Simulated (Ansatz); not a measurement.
# Free carriers and the phonons of InP (F-43m), part 2 of 2

Aim: how far do free carriers move the optical modes of InP (F-43m)?

Ansatz 0.2.0; DFT LDA, scalar-relativistic, plane waves, PAW; PAW set soft_1.

So far. Step 3 (Tight relaxation): The forces vanish by symmetry and the pressure is -0.004 GPa, within the tolerances set. The cell now holds 24.73 Å³/atom. The relaxed cell has a = 5.827 Å (conventional setting).

The database entry behind the starting cell differs from later determinations by our own check (0.1 to 0.3 % short, probably kX units), so it need not match the best structure at ambient conditions.

## (4) Ground state of a member: no carriers

The cell of the neutral crystal is kept with no carriers. The bands are sampled on 30×30×30 points with Fermi-Dirac filling of 0.03 eV.

input.yaml

```yaml
crystal:
  lattice:
    - [0.0, 2.913490597, 2.913490597]
    - [2.913490597, 0.0, 2.913490597]
    - [2.913490597, 2.913490597, 0.0]
  atoms:
    - { symbol: P, position: [0.75, 0.75, 0.75] }
    - { symbol: In, position: [0.0, 0.0, 0.0] }
kpoints:
  mp_grid: { grid: [30, 30, 30] }
hamiltonian:
  xc: lda
  pseudopotentials: { kind: paw, azcp: { folder: soft_1 }, xc_functional: pbe }
scf:
  occupations: { method: fermi_dirac, width: 0.03 }
output:
  forces: true
  stress: true
  eigenvalues: true
```

The run is started by

```
> ansatz run input.yaml --threads 8 --pin off --max-ram 16384MiB --backend cpu --events-out ev --progress --plain --runs-dir out
```

Numbers of over 12 decimals in the logs are rounded to 6 here.

Output:

```text
[...]
Crystal: 2 atoms, lattice volume = 49.462 Å³
Basis set: ecut = 420 eV, 941 PW (Γ)
Bands: 13, of which v1, the nominal top of the filled ones, is band 9 counted from 1 (8 counted from 0)
Symmetry: 24 space group operations
[...]
k-points: 752 of 27000 (time reversal used)
[...]
SCF iter   1: F=—  HF=-6183.863267 eV  |F-HF|=—  |Δ(HF+E_count)|=         —  Δρ=3.29e-2  dr2=7.92e-1  ethr=3.10e-3  ⟨swp⟩=6.4  Hψ=67668  notcnv=0
[...]
SCF iter   7: F=-6183.604895 eV  HF=-6183.604895 eV  |F-HF|=1.58e-9  |Δ(HF+E_count)|=   1.40e-8  Δρ=1.54e-6  dr2=1.92e-9  ethr=5.56e-10  ⟨swp⟩=7.0  Hψ=48649  notcnv=0
SCF 1 converged in 7 iterations: F = -6183.604895 eV  dr2 = 1.92e-9
[...]
SCF converged after 7 iterations
Free energy (F): -6183.604895 eV
[...]
Internal energy: -6183.604895 eV  (E = F + TS)
E sigma→0 (E₀):  -6183.604895 eV
Entropy (-TS):   -0.000000 eV (-0.000 meV/atom)
Fermi energy:    7.339757 eV
[...]
--- Stress (GPa, compression-positive) ---
       -0.000057       0.000000      -0.000000
       -0.000000      -0.000057       0.000000
       -0.000000       0.000000      -0.000057
  P = ⅓ Tr σ = -0.0001 GPa (-0.001 kbar)
--- Band table (eV; the first three rows and the last of 752) ---
  k-point 0: bands = [... 5 lower, -4.6804, 6.9981, 6.9981, 6.9981, 7.5732, 10.9565, 10.9565, 10.9565]
  k-point 1: bands = [... 5 lower, -4.6671, 6.7346, 6.9824, 6.9824, 7.7949, 10.9568, 10.9799, 10.9799]
  k-point 2: bands = [... 5 lower, -4.6272, 6.2777, 6.9369, 6.9369, 8.1224, 10.9698, 11.0474, 11.0474]
  k-point 751: bands = [... 5 lower, -2.0911, 1.1972, 3.9269, 3.9503, 11.0999, 11.2829, 12.5339, 13.0973]
```

Elapsed: 10 s, on 8 threads of Arm Neoverse N1, shared host; peak memory 0.82 GiB.

The forces vanish by symmetry.

## (5) Zone-centre modes of the member: no carriers

Phonons follow from the second derivative of the energy, found here by linear response.

The zone-centre modes follow for no carriers.

Changes to input.yaml since step 4:

```diff
@@ -16,4 +16,4 @@
 output:
-  forces: true
-  stress: true
   eigenvalues: true
+phonons:
+  method: dfpt
```

Output:

```text
zone centre: on kpoints.mp_grid the ground state, and the responses unless they are solved on pairs of k-points, stand on 1992 of the mesh's 27000 k-points, reduced under 8 symmetry operations, with k and −k counted as one. Each operation leaves every solved displacement unchanged or reverses it
[...]
Crystal: 2 atoms, lattice volume = 49.462 Å³
Basis set: ecut = 420 eV, 941 PW (Γ), exchange–correlation on 60×60×60 points (8 copies of the dense FFT grid, shifted against one another)
Bands: 13, of which v1, the nominal top of the filled ones, is band 9 counted from 1 (8 counted from 0)
Symmetry: 24 space group operations
k-points: 1992 of 27000 (irreducible under 8 space group operations, time reversal used)
[...]
SCF iter   1: F=—  HF=-6183.863292 eV  |F-HF|=—  |Δ(HF+E_count)|=         —  Δρ=3.29e-2  dr2=7.92e-1  ethr=3.10e-3  ⟨swp⟩=6.4  Hψ=179190  notcnv=0
[...]
SCF iter   8: F=-6183.604896 eV  HF=-6183.604896 eV  |F-HF|=1.82e-12  |Δ(HF+E_count)|=  5.52e-10  Δρ=1.20e-7  dr2=9.12e-12  ethr=1.00e-12  ⟨swp⟩=7.1  Hψ=182218  notcnv=0
SCF 1 converged in 8 iterations: F = -6183.604896 eV  dr2 = 9.12e-12
[...]
DFPT response loops at Γ: preconditioner auto → Kerker (q_TF=auto, 2.305 Å⁻¹) (partly filled bands, converged f_vac=0.007); β = 1.00, the filter's whole step (`scf.mixing.beta` (0.50) is not read by the response loops under this deck's `scf.mixing.preconditioner`; to damp them name `kerker` or `kerker_dos`, under which they read `scf.mixing.beta`, and type it under 1.00, their step now; both keys bind the ground state too); Broyden in place of MSR1
SCF converged after 8 iterations
Free energy (F): -6183.604896 eV
[...]
Internal energy: -6183.604896 eV  (E = F + TS)
E sigma→0 (E₀):  -6183.604896 eV
Entropy (-TS):   -0.000000 eV (-0.000 meV/atom)
Fermi energy:    7.339778 eV
[...]
--- Band table (eV; the first three rows and the last of 1992) ---
  k-point 0: bands = [... 5 lower, -4.6804, 6.9982, 6.9982, 6.9982, 7.5732, 10.9565, 10.9565, 10.9565]
  k-point 1: bands = [... 5 lower, -4.6670, 6.7346, 6.9824, 6.9824, 7.7949, 10.9568, 10.9799, 10.9799]
  k-point 2: bands = [... 5 lower, -4.6271, 6.2777, 6.9370, 6.9370, 8.1224, 10.9698, 11.0474, 11.0474]
  k-point 1991: bands = [... 5 lower, -2.0911, 1.1972, 3.9269, 3.9503, 11.0999, 11.2829, 12.5339, 13.0973]
--- Phonons (Γ-DFPT): 2 representative perturbations + reference, on 1992 of 27000 k-points (Σ response iterations 6) ---
  k mesh reduced under 8 symmetry operations, with k and −k counted as one. Each operation leaves every solved displacement unchanged or reverses it
  ASR residual: 9.996e-5 → 0.000e0 eV/Å²; symmetrization residual: 3.482e-6 eV/Å²
  ASR residual per site (eV/Å²): 1.00e-4 3.20e-5
  Γ frequencies (cm⁻¹): 0.00 0.00 0.00 303.62 303.62 303.62
  non-analytic LO–TO correction: not included (Born effective charges unavailable; polar crystals: no LO–TO splitting at Γ)
```

Elapsed: 1.7 min, on 8 threads; peak memory 3.5 GiB.

This step gave:

- sum-rule residual before enforcement: 1.00e-4 eV/Å²
- point group: -43m
- highest optical mode at the zone centre (no LO-TO term): 303.6 cm⁻¹
- lowest optical zone-centre mode: 303.6 cm⁻¹

Without the LO-TO term. Patterns of degenerate modes are one choice out of their space. The modes at Γ (shares of kinetic energy by element, %):

| mode | frequency (cm⁻¹) | symmetry | P % | In % |
| --- | --- | --- | --- | --- |
| 1 | 0.0 | acoustic | 21 | 79 |
| 2 | 0.0 | acoustic | 21 | 79 |
| 3 | 0.0 | acoustic | 21 | 79 |
| 4 | 303.6 | T2 | 79 | 21 |
| 5 | 303.6 | T2 | 79 | 21 |
| 6 | 303.6 | T2 | 79 | 21 |

Displacements in mode 6 (303.6 cm⁻¹), the largest set to 1:
```
P1   0.00  1.00  0.00
In2  0.00 -0.27  0.00
```

The optical mode without the LO-TO term lies at 303.6 cm⁻¹.

## (6) Ground state of a member: 15 × 10²⁰ electrons per cm³

The cell of the neutral crystal is kept with 15 × 10²⁰ electrons per cm³, balanced by a uniform background. The bands are sampled on 30×30×30 points with Fermi-Dirac filling of 0.03 eV.

Changes to input.yaml since step 5:

```diff
@@ -8,2 +8,3 @@
     - { symbol: In, position: [0.0, 0.0, 0.0] }
+total_charge: -0.074193
 kpoints:
@@ -16,4 +17,4 @@
 output:
+  forces: true
+  stress: true
   eigenvalues: true
-phonons:
-  method: dfpt
```

Output:

```text
[...]
Crystal: 2 atoms, lattice volume = 49.462 Å³
Basis set: ecut = 420 eV, 941 PW (Γ)
Bands: 14, of which v1, the nominal top of the filled ones, is band 9 counted from 1 (8 counted from 0)
Symmetry: 24 space group operations
[...]
k-points: 752 of 27000 (time reversal used)
[...]
k-point 0: bands = [... 5 lower, -4.6875, 6.9968, 6.9968, 6.9968, 7.5619, 10.9367, 10.9367, 10.9367, ... 1 higher]
  k-point 1: bands = [... 5 lower, -4.6742, 6.7310, 6.9809, 6.9809, 7.7855, 10.9369, 10.9602, 10.9602, ... 1 higher]
  k-point 2: bands = [... 5 lower, -4.6342, 6.2727, 6.9352, 6.9352, 8.1134, 10.9495, 11.0280, 11.0280, ... 1 higher]
  k-point 751: bands = [... 5 lower, -2.0896, 1.1880, 3.9105, 3.9330, 11.0723, 11.2757, 12.5108, 13.0645, ... 1 higher]
[key lines of the parts left out:]
SCF converged after 8 iterations
Free energy (F): -6182.973543 eV
Fermi energy:    8.656426 eV
P = ⅓ Tr σ = 0.4748 GPa (4.748 kbar)
```

Wall time 12 s (8 threads); peak memory 0.84 GiB; 91 s of CPU time.

The forces vanish by symmetry.

## (7) Modes of this member: 15 × 10²⁰ electrons per cm³

The zone-centre modes follow for 15 × 10²⁰ electrons per cm³.

Changes to input.yaml since step 6:

```diff
@@ -17,4 +17,4 @@
 output:
-  forces: true
-  stress: true
   eigenvalues: true
+phonons:
+  method: dfpt
```

Output:

```text
[...]
Crystal: 2 atoms, lattice volume = 49.462 Å³
Basis set: ecut = 420 eV, 941 PW (Γ), exchange–correlation on 60×60×60 points (8 copies of the dense FFT grid, shifted against one another)
Bands: 14, of which v1, the nominal top of the filled ones, is band 9 counted from 1 (8 counted from 0)
Symmetry: 24 space group operations
k-points: 1992 of 27000 (irreducible under 8 space group operations, time reversal used)
[...]
k-point 2: bands = [... 5 lower, -4.6342, 6.2727, 6.9352, 6.9352, 8.1133, 10.9495, 11.0280, 11.0280, ... 1 higher]
  k-point 1991: bands = [... 5 lower, -2.0896, 1.1880, 3.9105, 3.9330, 11.0722, 11.2757, 12.5108, 13.0645, ... 1 higher]
[...]
ASR residual: 2.111e-5 → 0.000e0 eV/Å²; symmetrization residual: 2.320e-6 eV/Å²
  ASR residual per site (eV/Å²): 2.11e-5 1.85e-5
  Γ frequencies (cm⁻¹): 0.00 0.00 0.00 298.30 298.30 298.30
[...]
[key lines of the parts left out:]
SCF converged after 10 iterations
Free energy (F): -6182.973544 eV
Fermi energy:    8.656417 eV
```

It took 1.8 min on 8 threads; peak memory 3.6 GiB.

This step gave:

| Quantity | Value |
| --- | --- |
| sum-rule residual before enforcement | 2.11e-5 eV/Å² |
| highest optical mode at the zone centre (no LO-TO term) | 298.3 cm⁻¹ |
| lowest optical zone-centre mode | 298.3 cm⁻¹ |

Without the LO-TO term. Patterns of degenerate modes are one choice out of their space. Modes at Γ, with each element's share of the kinetic energy:

| mode | frequency (cm⁻¹) | symmetry | P % | In % |
| --- | --- | --- | --- | --- |
| 1 | 0.0 | acoustic | 21 | 79 |
| 2 | 0.0 | acoustic | 21 | 79 |
| 3 | 0.0 | acoustic | 21 | 79 |
| 4 | 298.3 | T2 | 79 | 21 |
| 5 | 298.3 | T2 | 79 | 21 |
| 6 | 298.3 | T2 | 79 | 21 |

The optical mode without the LO-TO term lies at 298.3 cm⁻¹.

## (8) A check on a coarser mesh: 2 × 10²⁰ electrons per cm³

To see what the mesh is worth, the run for 2 × 10²⁰ electrons per cm³ is repeated on 24×24×24 points.

Changes to input.yaml since step 7:

```diff
@@ -8,5 +8,5 @@
     - { symbol: In, position: [0.0, 0.0, 0.0] }
-total_charge: -0.074193
+total_charge: -0.009892
 kpoints:
-  mp_grid: { grid: [30, 30, 30] }
+  mp_grid: { grid: [24, 24, 24] }
 hamiltonian:
```

Output:

```text
[...]
Crystal: 2 atoms, lattice volume = 49.462 Å³
Basis set: ecut = 420 eV, 941 PW (Γ), exchange–correlation on 60×60×60 points (8 copies of the dense FFT grid, shifted against one another)
Bands: 14, of which v1, the nominal top of the filled ones, is band 9 counted from 1 (8 counted from 0)
Symmetry: 24 space group operations
k-points: 1063 of 13824 (irreducible under 8 space group operations, time reversal used)
[...]
k-point 2: bands = [... 5 lower, -4.5969, 6.0311, 6.9060, 6.9060, 8.2693, 10.9880, 11.0931, 11.0931, ... 1 higher]
  k-point 1062: bands = [... 5 lower, -2.0879, 1.1987, 3.9193, 3.9431, 11.1770, 11.3339, 12.4428, 13.0385, ... 1 higher]
[...]
ASR residual: 7.833e-5 → 0.000e0 eV/Å²; symmetrization residual: 3.229e-6 eV/Å²
  ASR residual per site (eV/Å²): 7.83e-5 2.01e-5
  Γ frequencies (cm⁻¹): 0.00 0.00 0.00 303.08 303.08 303.08
[...]
[key lines of the parts left out:]
SCF converged after 8 iterations
Free energy (F): -6183.523935 eV
Fermi energy:    8.365893 eV
```

Run time: 56 s. Hardware: 8 threads; peak memory 2 GiB; 6.6 min of CPU time.

Numbers from this step:

```
sum-rule residual before enforcement                    : 7.83e-5 eV/Å²
highest optical mode at the zone centre (no LO-TO term) : 303.1 cm⁻¹
lowest optical zone-centre mode                         : 303.1 cm⁻¹
```

The highest mode comes at 303.1 cm⁻¹, against 302.9 cm⁻¹ on 30×30×30 points.

## (9) A check on a coarser mesh: 10 × 10²⁰ electrons per cm³

To see what the mesh is worth, the run for 10 × 10²⁰ electrons per cm³ is repeated on 24×24×24 points.

Changes to input.yaml since step 8:

```diff
@@ -8,3 +8,3 @@
     - { symbol: In, position: [0.0, 0.0, 0.0] }
-total_charge: -0.009892
+total_charge: -0.049462
 kpoints:
```

Output:

```text
[...]
Crystal: 2 atoms, lattice volume = 49.462 Å³
Basis set: ecut = 420 eV, 941 PW (Γ), exchange–correlation on 60×60×60 points (8 copies of the dense FFT grid, shifted against one another)
Bands: 14, of which v1, the nominal top of the filled ones, is band 9 counted from 1 (8 counted from 0)
Symmetry: 24 space group operations
k-points: 1063 of 13824 (irreducible under 8 space group operations, time reversal used)
[...]
k-point 2: bands = [... 5 lower, -4.6003, 6.0286, 6.9052, 6.9052, 8.2646, 10.9775, 11.0832, 11.0832, ... 1 higher]
  k-point 1062: bands = [... 5 lower, -2.0868, 1.1942, 3.9107, 3.9342, 11.1626, 11.3310, 12.4306, 13.0206, ... 1 higher]
[...]
ASR residual: 1.682e-5 → 0.000e0 eV/Å²; symmetrization residual: 3.433e-6 eV/Å²
  ASR residual per site (eV/Å²): 3.92e-6 1.68e-5
  Γ frequencies (cm⁻¹): 0.00 0.00 0.00 300.89 300.89 300.89
[...]
[key lines of the parts left out:]
SCF converged after 10 iterations
Free energy (F): -6183.187084 eV
Fermi energy:    8.591097 eV
```

Run time: 57 s. Hardware: 8 threads; peak memory 2 GiB.

Numbers from this step:

```yaml
sum_rule_residual_before_enforcement: 1.68e-5 eV/Å²
highest_optical_mode_at_the_zone_centre_no_lo_to_term: 300.9 cm⁻¹
lowest_optical_zone_centre_mode: 300.9 cm⁻¹
```

The highest mode comes at 300.9 cm⁻¹, against 300.2 cm⁻¹ on 30×30×30 points.

## (10) All members side by side

The members are set side by side, also those not shown above.

Electrons count positive and holes negative; without the LO-TO term; modes are tracked from the neutral crystal by their patterns, and those within 0.3 cm⁻¹ of each other stand once; the cell of the neutral crystal is kept and the atoms are relaxed where symmetry leaves them free; all runs use 30×30×30 k points and Fermi-Dirac smearing of 0.03 eV. Optical modes along the series:

| carriers (10²⁰ cm⁻³) | mode 4 T2 (cm⁻¹) |
| --- | --- |
| 0 | 303.6 |
| 1 | 303.6 |
| 2 | 302.9 |
| 4 | 301.6 |
| 6 | 301.7 |
| 10 | 300.2 |
| 15 | 298.3 |

## (11) What came out

| Item | Value |
| --- | --- |
| members | 7 |
| mode | mode 4 T2 |
| its frequency without carriers | 303.62 cm⁻¹ |
| its frequency at 15 × 10²⁰ cm⁻³ | 298.30 cm⁻¹ |

**Reading.** At 15 × 10²⁰ electrons per cm³ the optical mode has moved by -5.32 cm⁻¹ from 303.62 cm⁻¹. At 2 and 10 × 10²⁰ cm⁻³ the coarser mesh moves the optical modes by up to 0.72 cm⁻¹, a measure of the error left by the mesh there. The response is adiabatic: the carriers follow the ions at once. Where they cannot, as for a zone-centre mode faster than their scattering, measured shifts differ, and line shapes are not given here. The background stands for dopants without their size, scattering or local bonds, and the cell is that of the neutral crystal, although carriers also change the volume at rest, which would shift the modes as well. In a polar crystal the carriers also screen the field of the longitudinal modes, often the largest effect; only modes without that field are treated here. These are harmonic frequencies of a static lattice, with warm electrons: anharmonic shifts, linewidths and thermal expansion are left out. The PAW files were made for PBE; the program adapts parts of them to the functional of the run, but their partial waves stay those of PBE, an approximation that was not tested in this session. Only the zone centre was solved, so an instability at another wavevector cannot show here.

[Logs are printed without paths, hosts, clocks, repeated set-up lines and the standing remarks that a program may print on its own settings, such as how far it seeks lower states.]

[Hosts, paths, dates, database ids (printed as entryN), source tags and the programs' standing remarks are cut or masked in the printed files.]
